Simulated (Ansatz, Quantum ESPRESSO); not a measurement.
## Ce3In (Pm-3m): zone-centre phonons

Aim: the zone-centre modes of Ce3In (Pm-3m).

Program: Quantum ESPRESSO 7.5. Level of theory: DFT PBEsol, scalar-relativistic, plane waves, PseudoDojo norm-conserving, 4f in core pseudopotentials. Results are calculated unless marked as measured.

Report form: the programs' logs are mostly left out.

### Step 1. Set-up

The structure is cubic, space group Pm-3m (No. 221). Conventional cell: a = 4.900 Å, b = 4.900 Å, c = 4.900 Å, α = 90.00°, β = 90.00°, γ = 90.00°. Nearest to Ce lie 8 Ce at 3.47 Å and 4 In at 3.47 Å. Nearest to In lie 12 Ce at 3.47 Å. Farther neighbours are not listed.

As a file:

```cif
data_structure
_symmetry_space_group_name_H-M 'P 1'
_symmetry_Int_Tables_number 1
_cell_length_a 4.9004
_cell_length_b 4.9004
_cell_length_c 4.9004
_cell_angle_alpha 90.000
_cell_angle_beta 90.000
_cell_angle_gamma 90.000
_cell_volume 117.68
loop_
_atom_site_label
_atom_site_type_symbol
_atom_site_fract_x
_atom_site_fract_y
_atom_site_fract_z
_atom_site_occupancy
Ce1 Ce 0.50000 0.50000 0.00000 1
Ce2 Ce 0.50000 0.00000 0.50000 1
Ce3 Ce 0.00000 0.50000 0.50000 1
In4 In 0.00000 0.00000 0.00000 1
```

### Step 2. A probe with smearing

A cheap run with smearing and empty bands tells whether the crystal has a gap, which decides between fixed occupations and smearing later on.

File probe.in:

```
&control
   calculation = 'scf'
   prefix = 'x'
   outdir = './tmp'
   pseudo_dir = './pseudo'
   tprnfor = .true.
   tstress = .true.
   verbosity = 'high'
/
&system
   ibrav = 1
   celldm(1) = 9.26034098
   nat = 4
   ntyp = 2
   ecutwfc = 62.0
   input_dft = 'pbesol'
   occupations = 'smearing'
   smearing = 'gaussian'
   degauss = 0.01
/
&electrons
   conv_thr = 1.0d-07
   mixing_beta = 0.7
   electron_maxstep = 100
/
ATOMIC_SPECIES
 Ce    140.1160  Ce.upf
 In    114.8180  In.upf
ATOMIC_POSITIONS crystal
 Ce     0.500000000   0.500000000   0.000000000
 Ce     0.500000000   0.000000000   0.500000000
 Ce     0.000000000   0.500000000   0.500000000
 In     0.000000000   0.000000000   0.000000000
K_POINTS automatic
 4 4 4 0 0 0
```

Run with:

```console
$ OMP_NUM_THREADS=1 mpirun -n 8 pw.x -nk 8 -in probe.in > probe.out
```

Run time: 6.6 s. Hardware: 8 MPI ranks of Arm Neoverse V1, shared host; 52 s of CPU time.

Read from the output:

```yaml
volume_per_atom: 29.42 Å³
pressure: 2.122 GPa
gap_on_the_k_mesh: 0 eV
```

No gap opens on this mesh, so smearing is kept; the start stands at 2.1 GPa.

### Step 3. Relaxing the cell and atoms

The harmonic expansion starts where the forces on the atoms vanish, and stress shifts the frequencies, so cell and atoms are relaxed with tight thresholds.

File relax.in:

```
&control
   calculation = 'vc-relax'
   prefix = 'x'
   outdir = './tmp'
   pseudo_dir = './pseudo'
   tprnfor = .true.
   tstress = .true.
   forc_conv_thr = 2.0d-05
   etot_conv_thr = 1.0d-07
   nstep = 40
/
&system
   ibrav = 1
   celldm(1) = 9.26034098
   nat = 4
   ntyp = 2
   ecutwfc = 62.0
   input_dft = 'pbesol'
   occupations = 'smearing'
   smearing = 'mv'
   degauss = 0.02
/
&electrons
   conv_thr = 1.0d-11
   mixing_beta = 0.7
   electron_maxstep = 100
/
&ions
/
&cell
   press_conv_thr = 0.1
/
ATOMIC_SPECIES
 Ce    140.1160  Ce.upf
 In    114.8180  In.upf
ATOMIC_POSITIONS crystal
 Ce     0.500000000   0.500000000   0.000000000
 Ce     0.500000000   0.000000000   0.500000000
 Ce     0.000000000   0.500000000   0.500000000
 In     0.000000000   0.000000000   0.000000000
K_POINTS automatic
 6 6 6 0 0 0
```

Run with:

```console
$ OMP_NUM_THREADS=1 mpirun -n 8 pw.x -nk 8 -in relax.in > relax.out
```

Wall time 67 s (8 MPI ranks); 8.9 min of CPU time.

The steps of the relaxation:

| step | energy less that of the first step (eV) | largest force (eV/Å) | pressure (GPa) | volume (Å³) |
| --- | --- | --- | --- | --- |
| 1 | 0.0000 | 0.0000 | 2.03 | 117.68 |
| 2 | -0.0131 | 0.0000 | 1.43 | 118.90 |
| 3 | -0.0225 | 0.0000 | 0.79 | 120.25 |
| 4 | -0.0267 | 0.0000 | 0.02 | 121.95 |
| 5 | -0.0267 | 0.0000 | 0.00 | 122.00 |
| 6 | -0.0267 | 0.0000 | 0.00 | 122.00 |
| 7 | -0.0353 | 0.0000 | 0.17 | 122.00 |

| conventional cell, symmetrised | before | after | change |
| --- | --- | --- | --- |
| a (Å) | 4.900 | 4.960 | +1.2 % |
| b (Å) | 4.900 | 4.960 | +1.2 % |
| c (Å) | 4.900 | 4.960 | +1.2 % |
| volume (Å³/atom) | 29.42 | 30.50 | +3.7 % |

Final coordinates:

```
CELL_PARAMETERS angstrom
4.95964 0.00000 0.00000
0.00000 4.95964 0.00000
0.00000 0.00000 4.95964
ATOMIC_POSITIONS crystal
Ce 0.50000 0.50000 0.00000
Ce 0.50000 0.00000 0.50000
Ce 0.00000 0.50000 0.50000
In 0.00000 0.00000 0.00000
```

The last row of the table of steps is pw.x's closing run on a basis chosen anew for the final cell, so its energy can jump.

Numbers from this step:

| Property | Result |
| --- | --- |
| volume per atom | 30.50 Å³ |
| pressure | 0.1660 GPa |

The volume changes by +3.7 % from the cell with which this run began.

### Step 4. Self-consistent run for the response

The response is built on this ground state, so it is converged far tighter than an energy would need. Smearing stays on, as the first look found no gap above 0.3 eV.

File scf.in:

```
&control
   calculation = 'scf'
   prefix = 'x'
   outdir = './tmp'
   pseudo_dir = './pseudo'
   tprnfor = .true.
   tstress = .true.
/
&system
   ibrav = 1
   celldm(1) = 9.37236768
   nat = 4
   ntyp = 2
   ecutwfc = 62.0
   input_dft = 'pbesol'
   occupations = 'smearing'
   smearing = 'mv'
   degauss = 0.02
/
&electrons
   conv_thr = 1.0d-12
   mixing_beta = 0.7
   electron_maxstep = 100
/
ATOMIC_SPECIES
 Ce    140.1160  Ce.upf
 In    114.8180  In.upf
ATOMIC_POSITIONS crystal
 Ce     0.500000000   0.500000000   0.000000000
 Ce     0.500000000   0.000000000   0.500000000
 Ce     0.000000000   0.500000000   0.500000000
 In     0.000000000   0.000000000   0.000000000
K_POINTS automatic
 6 6 6 0 0 0
```

Run with:

```console
$ OMP_NUM_THREADS=1 mpirun -n 8 pw.x -nk 8 -in scf.in > scf.out
```

Wall time 14 s (8 MPI ranks).

The cell stands at 0.17 GPa, close enough for phonons.

### Step 5. Zone-centre response

At q = 0 one unit cell holds all displacements; symmetry groups them into irreducible representations that are solved one by one. With smeared occupations no response to a homogeneous field can be asked.

File ph.in:

```
phonons
&inputph
   prefix = 'x'
   outdir = './tmp'
   fildyn = 'g.dyn'
   tr2_ph = 1.0d-18
   alpha_mix(1) = 0.4
   nmix_ph = 8
/
0.000000000 0.000000000 0.000000000
```

Run with:

```console
$ OMP_NUM_THREADS=1 mpirun -n 8 ph.x -nk 8 -in ph.in > ph.out
```

Run time: 6.4 min. Hardware: 8 MPI ranks; 51 min of CPU time.

Read from the output:

| Property | Result |
| --- | --- |
| largest acoustic frequency at the zone centre before the sum rule | -5.08 cm⁻¹ |
| highest optical zone-centre mode (no LO-TO term) | 128.0 cm⁻¹ |
| lowest optical zone-centre mode | 62.71 cm⁻¹ |

The acoustic modes at Γ come out as far as 5.1 cm⁻¹ from zero, where they should vanish, a small numerical error.

### Step 6. Modes with the sum rule

A rigid shift of the crystal must cost nothing, but grids and finite bases break this; the acoustic sum rule is imposed before the matrix is diagonalised again.

File dynmat.in:

```
&input
   fildyn = 'g.dyn'
   asr = 'simple'
   fileig = 'dynmat.eig'
/
```

Run with:

```console
$ dynmat.x -in dynmat.in > dynmat.out
```

The job ended after 0.45 s (1 thread).

Numbers from this step:

* lowest optical zone-centre mode: 62.83 cm⁻¹

Unit eigenvectors of the mass-weighted matrix after the sum rule; no LO-TO term. Modes at Γ, with each element's share of the kinetic energy:

| mode | frequency (cm⁻¹) | symmetry | Ce % | In % |
| --- | --- | --- | --- | --- |
| 1 | 0.0 | acoustic | 79 | 21 |
| 2 | 0.0 | acoustic | 79 | 21 |
| 3 | 0.0 | acoustic | 79 | 21 |
| 4 | 62.8 | T2u | 100 | 0 |
| 5 | 62.8 | T2u | 100 | 0 |
| 6 | 62.8 | T2u | 100 | 0 |
| 7 | 92.5 | T1u | 25 | 75 |
| 8 | 92.5 | T1u | 25 | 75 |
| 9 | 92.5 | T1u | 25 | 75 |
| 10 | 128.0 | T1u | 96 | 4 |
| 11 | 128.0 | T1u | 96 | 4 |
| 12 | 128.0 | T1u | 96 | 4 |

Displacements in mode 6 (62.8 cm⁻¹), the largest set to 1:
```
Ce1  0.00  0.04  0.00
Ce2  0.00  0.00  1.00
Ce3  0.00 -0.04 -1.00
In4  0.00  0.00  0.00
```

Displacements in mode 7 (92.5 cm⁻¹), the largest set to 1:
```
Ce1  0.02 -0.18 -0.01
Ce2  0.02 -0.46  0.00
Ce3  0.04 -0.18  0.00
In4 -0.09  1.00  0.02
```

The rule moves no optical mode by more than 0.3 cm⁻¹.

### Step 7. Sum rules set otherwise: a sum rule for molecules or wires on a crystal

This rule also removes rotations, which suits wires and not a crystal; it is tried to see the harm.

File dynmat.in:

```
&input
   fildyn = 'g.dyn'
   asr = 'one-dim'
   fileig = 'dynmat.eig'
/
```

Run with:

```console
$ dynmat.x -in dynmat.in > dynmat.out
```

Elapsed: 0.45 s, on 1 thread.

The program raised no error, yet the settings are not those of a careful run.

The fault: a sum rule for molecules or wires on a crystal; 1 optical mode is projected out to zero frequency, as if it were a rotation.

For a crystal the rule has to be 'simple' or 'crystal'.

Zone-centre frequencies as printed; negative means imaginary. Modes:

| mode | frequency (cm⁻¹) |
| --- | --- |
| 1 | 0 |
| 2 | 0 |
| 3 | 0 |
| 4 | 0 |
| 5 | 62.71 |
| 6 | 62.71 |
| 7 | 78.95 |
| 8 | 92.2 |
| 9 | 92.2 |
| 10 | 125.6 |
| 11 | 128 |
| 12 | 128 |

### Step 8. Sum rules set otherwise (asr crystal)

The rule can be imposed in more than one way; the choices should agree where the raw error is small.

File dynmat.in:

```
&input
   fildyn = 'g.dyn'
   asr = 'crystal'
   fileig = 'dynmat.eig'
/
```

Run with:

```console
$ dynmat.x -in dynmat.in > dynmat.out
```

Elapsed: 0.45 s, on 1 thread.

Numbers from this step:

| Quantity | Value |
| --- | --- |
| lowest optical zone-centre mode | 62.71 cm⁻¹ |

Zone-centre frequencies as printed; negative means imaginary. Modes:

| mode | frequency (cm⁻¹) |
| --- | --- |
| 1 | 0 |
| 2 | 0 |
| 3 | 0 |
| 4 | 62.71 |
| 5 | 62.71 |
| 6 | 62.71 |
| 7 | 92.2 |
| 8 | 92.2 |
| 9 | 92.2 |
| 10 | 128 |
| 11 | 128 |
| 12 | 128 |

Against the first rule no mode moves by more than 0.3 cm⁻¹.

### Step 9. A second program

A second program on the same cell, potentials, cutoff and meshes tests the implementation of the phonon response, not its convergence. Its k mesh is centred on Γ.

This step: DFT PBEsol, scalar-relativistic, plane waves, norm-conserving pseudopotentials, 4f in core (Ansatz 0.2.0).

File input.yaml:

```yaml
crystal:
  lattice:
    - [4.959643387, 0.0, 0.0]
    - [0.0, 4.959643387, 0.0]
    - [0.0, 0.0, 4.959643387]
  atoms:
    - { symbol: Ce, position: [0.5, 0.5, 0.0] }
    - { symbol: Ce, position: [0.5, 0.0, 0.5] }
    - { symbol: Ce, position: [0.0, 0.5, 0.5] }
    - { symbol: In, position: [0.0, 0.0, 0.0] }
kpoints:
  mp_grid: { grid: [6, 6, 6] }
hamiltonian:
  xc: pbesol
  pseudopotentials:
    kind: nc
    azcp: { Ce: "pseudopotentials/pbe/nc/lanthanide_3plus/Ce.nc.azcp" }
    accuracy: standard
scf:
  occupations: { method: cold, width: 0.27211 }
output:
  eigenvalues: true
basis:
  ecutwfc: 843.553
phonons:
  method: dfpt
```

Run with:

```console
$ ansatz run input.yaml --threads 8 --pin off --max-ram 16384MiB --backend cpu --events-out ev --progress --plain --runs-dir out
```

Wall time 30 s (8 threads); peak memory 2.3 GiB; 3.8 min of CPU time.

This step gave:

```
sum-rule residual before enforcement             : 1.45e-4 eV/Å²
highest optical zone-centre mode (no LO-TO term) : 127.6 cm⁻¹
lowest optical zone-centre mode                  : 62.44 cm⁻¹
```

### Step 10. The two compared: QE PseudoDojo and Ansatz, PseudoDojo

Worked out from the results:

```yaml
root_mean_square_difference: 0.53 cm⁻¹
largest_difference: 0.72 cm⁻¹
```

Frequencies side by side, by row:

| q (reciprocal lattice) | mode | QE PseudoDojo (cm⁻¹) | Ansatz, PseudoDojo (cm⁻¹) |
| --- | --- | --- | --- |
| 0 0 0 | 1 | 0 | 0 |
| 0 0 0 | 2 | 0 | 0 |
| 0 0 0 | 3 | 0 | 0 |
| 0 0 0 | 4 | 62.83 | 62.44 |
| 0 0 0 | 5 | 62.83 | 62.44 |
| 0 0 0 | 6 | 62.83 | 62.44 |
| 0 0 0 | 7 | 92.46 | 91.74 |
| 0 0 0 | 8 | 92.46 | 91.74 |
| 0 0 0 | 9 | 92.46 | 91.74 |
| 0 0 0 | 10 | 128 | 127.6 |
| 0 0 0 | 11 | 128 | 127.6 |
| 0 0 0 | 12 | 128 | 127.6 |

At the zone centre the largest difference (acoustic modes at Γ apart) is 0.6 % of the highest mode.

### Step 11. Results

* space group after relaxation: Pm-3m
* volume per atom: 30.5 Å³
* highest optical zone-centre mode (no LO-TO term): 128.0 cm⁻¹
* lowest optical zone-centre mode: 62.8 cm⁻¹
* imaginary optical modes at the zone centre (no q mesh in this session): none
* largest difference from Ansatz, PseudoDojo: 0.72 cm⁻¹

In words: At the PBEsol level the optical modes of Ce3In (Pm-3m) at the zone centre run from 63 to 128 cm⁻¹. Of the 9 optical modes, 3 are silent and 6 are infrared active alone. QE PseudoDojo and Ansatz, PseudoDojo agree to 0.72 cm⁻¹ (0.6 % of the highest mode compared) on all solved modes but the acoustic ones at Γ, without the LO-TO term. These are harmonic frequencies at zero temperature: anharmonic shifts and linewidths and thermal expansion are left out. Spin-orbit coupling is left out, which can matter for the heavy elements here. In a metal the frequencies hang on the k mesh and the smearing, most of all near Kohn anomalies. The 4f electrons are frozen in the core as for a trivalent ion, in files made for PBE, so their moments and any magnetic order are left out. The relaxation ran at 62 Ry, under the 70 Ry recommended for these files; the stress of so short a basis can leave the cell about one per cent too small. Ansatz warns that the cutoff lies 11 % under the one recommended for these files; agreement at one cutoff is not convergence. The structure comes from a database and need not be the phase that is stable at ambient conditions.

[Host names and launcher messages were left out of these logs when they were recorded.]

[Logs are printed without paths, hosts, clocks, repeated set-up lines and the standing remarks that a program may print on its own settings, such as how far it seeks lower states.]

[Hosts, paths, dates, database ids (printed as entryN), source tags and the programs' standing remarks are cut or masked in the printed files.]
